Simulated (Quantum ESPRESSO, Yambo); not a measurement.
# Excitons of SrTiO3 (Tausonite) on ever denser meshes, part 2 of 4

Wanted: excitons and ε₂ of SrTiO3 (Tausonite), with cost.

Quantum ESPRESSO 7.5 and Yambo 5.3.0; PBE and many-body steps on it, plane waves. Known limits of the many-body steps: not at the basis limit; no spin-orbit coupling; coarse k mesh; bindings not settled in the k mesh.

So far. Step 4 (Screening and self-energy, 4×4×4 mesh, 67 bands …): The gap on the mesh goes from 1.91 eV to 3.54 eV, a correction of +1.63 eV. Step 5 (Empty states on the mesh, 4×4×4 mesh, 33 bands): On this mesh the gap is 1.908 eV.

## Step 7: Excitons

Light makes an electron and a hole together. The Bethe-Salpeter equation adds their screened attraction and their exchange, in a window of bands around the gap.

This step: Bethe-Salpeter equation on PBE with a scissors shift, plane waves, norm-conserving pseudopotentials.

Contents of bse3.in:

```
optics
bss
bse
em1s
dipoles
rim_cut
RandQpts= 1000000
RandGvec= 1 RL
Chimod= "HARTREE"
BSKmod= "SEX"
BSEmod= "resonant"
BSSmod= "d"
BSENGexx= 20 Ry
BSENGBlk= 4 Ry
% BSEQptR
 1 | 1 |
%
% BSEBands
 15 | 23 |
%
% BEnRange
 0 | 6 | eV
%
% BDmRange
 0.1 | 0.1 | eV
%
BEnSteps= 121
% BLongDir
 1 | 0 | 0 |
%
% BndsRnXs
 6 | 33 |
%
NGsBlkXs= 4 Ry
% LongDrXs
 1 | 1 | 1 |
%
% KfnQP_E
 1.626 | 1.0 | 1.0 |
%
WRbsWF
FFTGvecs= 34 Ry
```

Started as:

```console
OMP_NUM_THREADS=1 mpirun -n 8 yambo -F bse3.in -J bse3 -C bse3 > bse3.log
```

What it wrote:

```text
 Yambo, version 5.3.0

 [02] CORE Variables Setup
 =========================

  [... cell, symmetries and grids as in the set-up ...]

  [02.05] Energies & Occupations
  ==============================

  [X] === General ===
  [X] Electronic Temperature                        :  0.000000  0.000000 [eV K]
  [X] Bosonic    Temperature                        :  0.000000  0.000000 [eV K]
  [X] Finite Temperature mode                       : no
  [X] El. density                                   :  0.67159E+24 [cm-3]
  [X] Fermi Level                                   :  10.04689 [eV]

  [X] === Gaps and Widths ===
  [X] Conduction Band Min                           :  1.907625 [eV]
  [X] Valence Band Max                              :  0.000000 [eV]
  [X] Filled Bands                                  :  20
  [X] Empty Bands                                   :   21   33
  [X] Direct Gap                                    :  2.262758 [eV]
  [X] Direct Gap localized at k                     :  1
  [X] Indirect Gap                                  :  1.907625 [eV]
  [X] Indirect Gap between kpts                     :  10   1
  [X] Last valence band width                       :  0.731994 [eV]
  [X] 1st conduction band width                     :  2.609049 [eV]

 [03] Transferred momenta grid and indexing
 ==========================================

 [BZ sampling] Q-grid is User defined and/or read from the database

 IBZ Q-points                                      :  10
 BZ  Q-points                                      :   64

 K/Q-points units:
 rlu = crystal or reduced units; cc = cartesian coordinates; iku = interal k-units

 Q [ 1]         [rlu]:  0.000000  0.000000  0.000000
 Q [ 2]         [rlu]:  0.000000  0.000000  0.250000
 Q [ 3]         [rlu]:  0.000000  0.000000 -0.500000
 Q [ 4]         [rlu]:  0.000000  0.250000  0.250000
 Q [ 5]         [rlu]:  0.000000  0.250000 -0.500000
 Q [ 6]         [rlu]:  0.000000 -0.500000 -0.500000
 Q [ 7]         [rlu]:  0.250000  0.250000  0.250000
 Q [ 8]         [rlu]:  0.250000  0.250000 -0.500000
 Q [ 9]         [rlu]:  0.250000 -0.500000 -0.500000
 Q [10]         [rlu]: -0.500000 -0.500000 -0.500000

  [03.01] X + BSE indexes
  =======================

   [03.01.01] Sigma indexes
   ========================

 [04] Coloumb potential Random Integration (RIM)
 ===============================================

  [04.01] RIM initialization
  ==========================

  * Diagonal components only detected *

  8 x (sBL volume)        :  0.077143 [a.u.]
  sBZ random points       :  1000000
  Points outside the sBZ  :   7992674
  RL volume               :  0.617144 [a.u.]
  Integrated volume       :  0.617710 [a.u.]

  [04.02] RIM integrals
  =====================

  Gamma point sphere radius             :  0.077218 [a.u.]
  Points outside the sphere             :   799758
  [Int_sBZ(q=0) 1/q^2]*(Vol_sBZ)^(-1/3) =:  7.677921
                                 should be <:  7.795600

  Summary of Coulomb integrals for non-metallic bands |Q|[au] RIM/Bare

  Q [1] 0.100000E-4 0.984904 * Q [2] 0.212848 1.050352
  Q [4] 0.301012 1.048056 * Q [7] 0.368663 1.034451
  Q [3] 0.425695 1.019613 * Q [5] 0.475942 1.017752
  Q [8] 0.521368 1.015471 * Q [6] 0.602024 1.012155
  Q [9] 0.638543 1.010963 * Q [10] 0.737326 1.008585

 [05] External/Internal QP corrections
 =====================================

 [QP_apply] Action to be applied: USER defined scissor

  [05.01]  QP corrections report
  ==============================

  [K+QP] === General ===
  [K+QP] Electronic Temperature                     :  0.000000  0.000000 [eV K]
  [K+QP] Bosonic    Temperature                     :  0.000000  0.000000 [eV K]
  [K+QP] Finite Temperature mode                    : no
  [K+QP] El. density                                :  0.67159E+24 [cm-3]
  [K+QP] Fermi Level                                :  0.000000 [eV]

  [K+QP] === Gaps and Widths ===
  [K+QP] Conduction Band Min                        :  3.533625 [eV]
[...]
[K+QP] Last valence band width                    :  0.731994 [eV]
  [K+QP] 1st conduction band width                  :  2.609049 [eV]

  [coarse-grid] Minimum Bare Gap        [ev]:  1.907625
  [coarse-grid] Minimum Gap Correction  [ev]:  1.626000

  Eqp @ K [ 1]
  -56.39959 -32.71902 -32.67399 -32.67399 -32.67399 -17.35895 -16.37681 -16.37681
  -14.70789 -14.70789 -14.70789  -2.81136  -2.81136  -2.81136  -1.16581  -1.16580
  -1.165804 -0.355133 -0.355133 -0.355133  3.533625  3.533625  3.533625  6.013912
    6.01391   7.08471   7.08471   7.86962  10.06196  10.06197  10.06197  17.51715
   18.49829
  Eqp @ K [ 2]
  -56.39885 -32.78871 -32.67254 -32.67254 -32.62777 -17.43003 -16.35706 -16.30115
  -14.68442 -14.68442 -14.37975  -3.52979  -2.84050  -2.84050  -1.79788  -1.79788
[...]
18.14890
  Eqp @ K [ 3]
[...]
16.54086
  Eqp @ K [ 4]
[...]
16.63665
  Eqp @ K [ 5]
[...]
16.61107
  Eqp @ K [ 6]
[...]
13.67955
  Eqp @ K [ 7]
[...]
16.97228
  Eqp @ K [ 8]
[...]
15.75446
  Eqp @ K [ 9]
[...]
14.95313
  -14.97284 -14.97284 -14.97284  -4.62341  -4.16003  -4.16003  -3.71210  -3.71210
   -3.71210    -0.217593E-6 -0.198240E-6   0.00000      6.14267      6.14268      6.14268      8.62439
    8.62439   8.62439  10.05947  10.05947  11.36307  11.36307  11.87370  15.90955
   15.90955

 [06] Dipoles
 ============

  [06.01] Setup: observables and procedures
  =========================================

  [WARNING] [x,Vnl] slows the Dipoles computation. To neglect it rename the ns.kb_pp file

  [WARNING] [r,Vnl^pseudo] included in position and velocity dipoles.

  [WARNING] In case H contains other non local terms, these are neglected

 [07] Static Dielectric Matrix
 =============================

 [SLK-Inversion]  Pools        :  2
 [SLK-Inversion]  BLACS grid   :  2  2

 [WR./bse3//ndb.em1s]------------------------------------------------------------
  Brillouin Zone Q/K grids (IBZ/BZ)                :   10   64   10   64
  RL vectors                                       :  1365 [WF]
  Coulomb cutoff potential                         : none
  Electronic Temperature                           :  0.000000 [K]
  Bosonic    Temperature                           :  0.000000 [K]
  Static diel. fun.  energies                      : Perdew, Burke & Ernzerhof(X)+Perdew, Burke & Ernzerhof(C)
  wavefunctions                                    : Perdew, Burke & Ernzerhof(X)+Perdew, Burke & Ernzerhof(C)
  Global Gauge                                     : length
  X matrix size                                    :   81
  X band range                                     :    6   33
  X e/h energy range                               : -1.000000 -1.000000 [eV]
  X Time ordering                                  : T
  X Hxc Kernel                                     : HARTREE
  X Drude frequency                                :  0.000000  0.000000
  X poles                                          :  100.0000 [o/o]
  RL vectors in the sum                            :  1365
  [r,Vnl] included                                 : yes
  Field direction                                  :  0.577350E-5  0.577350E-5  0.577350E-5
  BZ energy Double Grid                            : no
  BZ energy DbGd points                            : 0
  BZ Q point size factor                           : -1.000000
  X Optical Averaged directions                    : none

 [08] Bethe Salpeter Equation driver
 ===================================

  [08.01] Bethe Salpeter Equation @q1
  ===================================

   [08.01.01] Transition pre-analysis @q1
   ======================================

   [08.01.02] Transition Groups build-up @q1
   =========================================

   [BSK] Transition groups (total):   40
   [BSK] Size (resonant):  1152
   [BSK]         (total):  1152
   [BSK] N. of matrices :  1

   [08.01.03] Loading Dipoles @q1
   ==============================

   [08.01.04] Independent Particles properties @q1
   ===============================================

   ==========================================================

   [BSE] Exchange components :   691
   [BSE] Correlation components :   81  301

    [08.01.05.01] Screened interaction header I/O
    =============================================

    [08.01.05.02] Main kernel loop
    ==============================

    [08.01.05.03] Wave-Function Phases
    ==================================

    [BSE] WF phases found       :  13.33333 [o/o]

   [08.01.06] BSE solver(s) @q1
   ============================

   [SLK-Digonalization]  Pools        :  2
   [SLK-Digonalization]  BLACS grid   :  2  2

   [08.01.07] Diago Solver @q1
   ===========================

 [11] Game Over & Game summary
```

Run time: 11 s. Hardware: 8 MPI ranks of Arm Neoverse V1, shared host; peak memory 2.6 GiB; 71 s of CPU time.

This step gave:

| Item | Value |
| --- | --- |
| transitions in the window | 1152 |
| direct gap of the transition levels | 3.889 eV |
| lowest state | 3.445 eV |
| first strong exciton (over a fiftieth of the strongest listed) | 3.460 eV |
| binding of the lowest state below the direct gap | 0.4437 eV |
| Coulomb term of one mesh cell | 0.4197 eV |

The binding is 1.1 times the screened Coulomb term of one mesh cell (0.42 eV), so it is not shown settled.

The lowest state lies at 3.445 eV, 0.444 eV under the direct gap.

Lines within 3 meV are set at the lowest of them, and the highest group, which the list may cut short, is left out. Lines of the exciton spectrum (strongest = 100):

```tsv
position (eV)	lines merged	strength, relative
3.445	3	0.0
3.460	3	91
3.495	2	0.0
3.503	1	0.0
3.773	3	0.0
3.781	3	100
3.864	6	0.0
```

The ε₂ has structure finer than the step of the table below, so its rows give means over 0.25 eV, whole bins alone (the curve runs from 0 to 6 eV). Peaks (eV: height): BSE 3.450: 8.36, 3.800: 9.05, 4.300: 5.91, 5.100: 15.1; no electron-hole interaction 4.200: 7.13, 5.700: 9.45.

Field along x; broadening 0.1 eV; transition window only. Limits: finite bands, cutoff and mesh; no spin-orbit coupling; coarse k mesh; exciton not shown settled in the k mesh. Table of ε₂ by photon energy; means over each step:

```tsv
photon energy (eV)	BSE	no electron-hole interaction
0.25	0.0291	0.0193
0.50	0.0332	0.0215
0.75	0.0383	0.0241
1.00	0.0447	0.0272
1.25	0.0530	0.0310
1.50	0.0640	0.0357
1.75	0.0791	0.0417
2.00	0.101	0.0495
2.25	0.135	0.0600
2.50	0.192	0.0748
2.75	0.305	0.0967
3.00	0.606	0.133
3.25	2.26	0.200
3.50	6.44	0.373
3.75	7.06	1.29
4.00	3.63	2.82
4.25	4.50	5.69
4.50	2.42	3.90
4.75	3.09	2.96
5.00	11.6	1.08
5.25	9.30	1.75
5.50	4.19	4.20
5.75	1.85	7.53
```

## Step 8: Triplet (no exchange term)

bse4.in, as its differences from bse3.in of step 7:

```diff
@@ -12,3 +12,3 @@
 BSSmod= "d"
-BSENGexx= 20 Ry
+BSENGexx= 1 RL
 BSENGBlk= 4 Ry
```

Started as:

```console
OMP_NUM_THREADS=1 mpirun -n 8 yambo -F bse4.in -J bse4,bse3_W -C bse4 > bse4.log
```

What it wrote:

```text
 Yambo, version 5.3.0

 [02] CORE Variables Setup
 =========================

  [... cell, symmetries and grids as in the set-up ...]

  [02.05] Energies & Occupations
  ==============================

  [X] === General ===
  [X] Electronic Temperature                        :  0.000000  0.000000 [eV K]
  [X] Bosonic    Temperature                        :  0.000000  0.000000 [eV K]
  [X] Finite Temperature mode                       : no
  [X] El. density                                   :  0.67159E+24 [cm-3]
  [X] Fermi Level                                   :  10.04689 [eV]

  [X] === Gaps and Widths ===
  [X] Conduction Band Min                           :  1.907625 [eV]
  [X] Valence Band Max                              :  0.000000 [eV]
  [X] Filled Bands                                  :  20
  [X] Empty Bands                                   :   21   33
  [X] Direct Gap                                    :  2.262758 [eV]
  [X] Direct Gap localized at k                     :  1
  [X] Indirect Gap                                  :  1.907625 [eV]
  [X] Indirect Gap between kpts                     :  10   1
  [X] Last valence band width                       :  0.731994 [eV]
  [X] 1st conduction band width                     :  2.609049 [eV]

 [03] Transferred momenta grid and indexing
 ==========================================

 IBZ Q-points                                      :  10
 BZ  Q-points                                      :   64

 K/Q-points units:
 rlu = crystal or reduced units; cc = cartesian coordinates; iku = interal k-units

 Q [ 1]         [rlu]:  0.000000  0.000000  0.000000
 Q [ 2]         [rlu]:  0.000000  0.000000  0.250000
 Q [ 3]         [rlu]:  0.000000  0.000000 -0.500000
[...]
[K+QP] Filled Bands                               :  20
  [K+QP] Empty Bands                                :   21   33
  [K+QP] Direct Gap                                 :  3.888758 [eV]
  [K+QP] Direct Gap localized at k                  :  1
  [K+QP] Indirect Gap                               :  3.533625 [eV]
  [K+QP] Indirect Gap between kpts                  :  10   1
  [K+QP] Last valence band width                    :  0.731994 [eV]
  [K+QP] 1st conduction band width                  :  2.609049 [eV]

  [coarse-grid] Minimum Bare Gap        [ev]:  1.907625
  [coarse-grid] Minimum Gap Correction  [ev]:  1.626000

  Eqp @ K [ 1]
  -56.39959 -32.71902 -32.67399 -32.67399 -32.67399 -17.35895 -16.37681 -16.37681
  -14.70789 -14.70789 -14.70789  -2.81136  -2.81136  -2.81136  -1.16581  -1.16580
  -1.165804 -0.355133 -0.355133 -0.355133  3.533625  3.533625  3.533625  6.013912
[...]
18.49829
  Eqp @ K [ 2]
[...]
18.14890
  Eqp @ K [ 3]
[...]
16.54086
[...]
Eqp @ K [ 8]
[...]
Eqp @ K [ 9]
[...]
14.95313
[...]
-3.71210    -0.217593E-6 -0.198240E-6   0.00000      6.14267      6.14268      6.14268      8.62439
    8.62439   8.62439  10.05947  10.05947  11.36307  11.36307  11.87370  15.90955
   15.90955

 [06] Dipoles
 ============

  [06.01] Setup: observables and procedures
  =========================================

  [WARNING] [r,Vnl^pseudo] included in position and velocity dipoles.

  [WARNING] In case H contains other non local terms, these are neglected

 [07] Static Dielectric Matrix
 =============================

    [08.01.05.02] Main kernel loop
    ==============================

    [08.01.05.03] Wave-Function Phases
    ==================================

    [BSE] WF phases found       :  13.33333 [o/o]

   [08.01.06] BSE solver(s) @q1
   ============================

   [SLK-Digonalization]  Pools        :  2
   [SLK-Digonalization]  BLACS grid   :  2  2

   [08.01.07] Diago Solver @q1
   ===========================

 [11] Game Over & Game summary
```

Wall time 6.6 s (8 MPI ranks); peak memory 2.5 GiB.

The lowest triplet lies at 3.438 eV; without spin-orbit coupling triplets are dark, so no spectrum is read.

## Step 9: Empty states on the mesh, 6×6×6 mesh, 33 bands

This step: Quantum ESPRESSO 7.5; DFT, PBE, plane waves, norm-conserving pseudopotentials.

Contents of pw.in:

```
&control
  calculation = 'nscf'
  prefix = 'x'
  outdir = 'o'
  pseudo_dir = 'pseudo'
/
&system
  ibrav = 0
  nat = 5
  ntyp = 3
  ecutwfc = 76.0
  nbnd = 33
  force_symmorphic = .true.
/
&electrons
  conv_thr = 1e-9
  electron_maxstep = 80
  diago_full_acc = .true.
  diago_thr_init = 5e-6
/
ATOMIC_SPECIES
  Sr 87.62 Sr.upf
  Ti 47.867 Ti.upf
  O 15.999 O.upf
CELL_PARAMETERS angstrom
  3.9052800000 0.0000000000 0.0000000000
  0.0000000000 3.9052800000 0.0000000000
  0.0000000000 0.0000000000 3.9052800000
ATOMIC_POSITIONS crystal
  Sr 0.5000000000 0.5000000000 0.5000000000
  Ti 0.0000000000 0.0000000000 0.0000000000
  O 0.5000000000 0.0000000000 0.0000000000
  O 0.0000000000 0.5000000000 0.0000000000
  O 0.0000000000 0.0000000000 0.5000000000
K_POINTS automatic
  6 6 6 0 0 0
```

Started as:

```console
OMP_NUM_THREADS=1 mpirun -n 8 pw.x -nk 4 -in pw.in > pw.out
```

What it wrote:

```text
[banner, memory and clock lines left out]
Program PWSCF v.7.5 starts

     Atomic positions and unit cell read from directory:
     o/x.save/

     Message from routine setup:
     using ibrav=0 with symmetry is DISCOURAGED, use correct ibrav instead

     bravais-lattice index     =            0
     lattice parameter (alat)  =       7.3799  a.u.
     unit-cell volume          =     401.9325 (a.u.)^3
     number of atoms/cell      =            5
     number of atomic types    =            3
     number of electrons       =        40.00
[...]
8.8811   9.6918   9.6918   9.6918  11.9545  11.9545  11.9545  14.4348
[...]
26.9192

          k = 0.0000 0.0000 0.1667 (  4525 PWs)   bands (ev):

[...]
26.8855

          k = 0.0000 0.0000 0.3333 (  4500 PWs)   bands (ev):

[...]
7.9766   8.2598   9.3794   9.3794  12.0781  13.4535  13.4535  14.4470
    16.2105  16.9061  16.9464  18.2164  18.5868  19.2537  19.2537  23.9678
    25.6436

          k = 0.0000 0.0000-0.5000 (  4484 PWs)   bands (ev):

     [... further k-points ...]

     highest occupied, lowest unoccupied level (ev):    10.0469   11.9545

     XML data file, pseudopotentials, collected wavefunctions
```

Elapsed: 4.4 s, on 8 MPI ranks; peak memory 0.42 GiB.

Numbers from this step:

| Quantity | Value |
| --- | --- |
| gap | 1.908 eV |
| k of the valence top | -0.5, -0.5, -0.5 |
| k of the conduction bottom | 0, 0, 0 |
| least direct gap | 2.263 eV |
| k points computed | 20 |
| lowest point of the top converged band, above the valence top | 12.05 eV |

On this mesh the gap is 1.908 eV.

## Step 10: Conversion and set-up

This step: Yambo 5.3.0; conversion and set-up on PBE, plane waves, norm-conserving pseudopotentials.

Started as:

```console
(cd o/x.save; p2y > p2y.log; mv SAVE ../..); yambo > setup.log
```

What it wrote:

```text
 Yambo, version 5.3.0

 [02] CORE Variables Setup
 =========================

  [02.01] Unit cells
  ==================

  Cell kind             :  CUB
  Atoms in the cell     :  Sr  Ti  O
  number of Sr atoms    :  1
  number of Ti atoms    :  1
  number of O  atoms    :  3

  List of atomic masses
  Mass of Sr    :  87.62000
  Mass of Ti    :  47.86700
  Mass of O     :  15.99900

  List of atomic coordinates    : [cc]
  Sr1       :  3.689955  3.689955  3.689955  order 1
  Ti1       :  0.000000  0.000000  0.000000  order 2
  O1       :  3.689955  0.000000  0.000000  order 3
[...]
K/Q-points units:
 rlu = crystal or reduced units; cc = cartesian coordinates; iku = interal k-units

 Q [ 1]         [rlu]:  0.000000  0.000000  0.000000
 Q [ 2]         [rlu]:  0.000000  0.000000  0.166667
 Q [ 3]         [rlu]:  0.000000  0.000000  0.333333
[...]
Q [ 8]         [rlu]:  0.000000  0.333333  0.333333
 Q [ 9]         [rlu]:  0.000000  0.333333 -0.500000
 Q [10]         [rlu]:  0.000000 -0.500000 -0.500000
     [... 8 further rows ...]
 Q [19]         [rlu]:  0.333333 -0.500000 -0.500000
 Q [20]         [rlu]: -0.500000 -0.500000 -0.500000

  [03.01] X indexes
  =================

   [03.01.01] Sigma indexes
   ========================

 [06] Game Over & Game summary
```

Wall time 3.8 s (1 MPI rank); peak memory 0.25 GiB.

(Continued in part 3 of 4.)

[Paths, hosts, dates, memory and timing lines, banners, echoed tables and standing remarks are left out of the program output.]

[Logs are printed without paths, hosts, clocks, repeated set-up lines and the standing remarks that a program may print on its own settings, such as how far it seeks lower states.]

[Runs of the session that timed out or met a known fault of the program may be left out.]

[Hosts, paths, dates, database ids (printed as entryN), source tags and the programs' standing remarks are cut or masked in the printed files.]
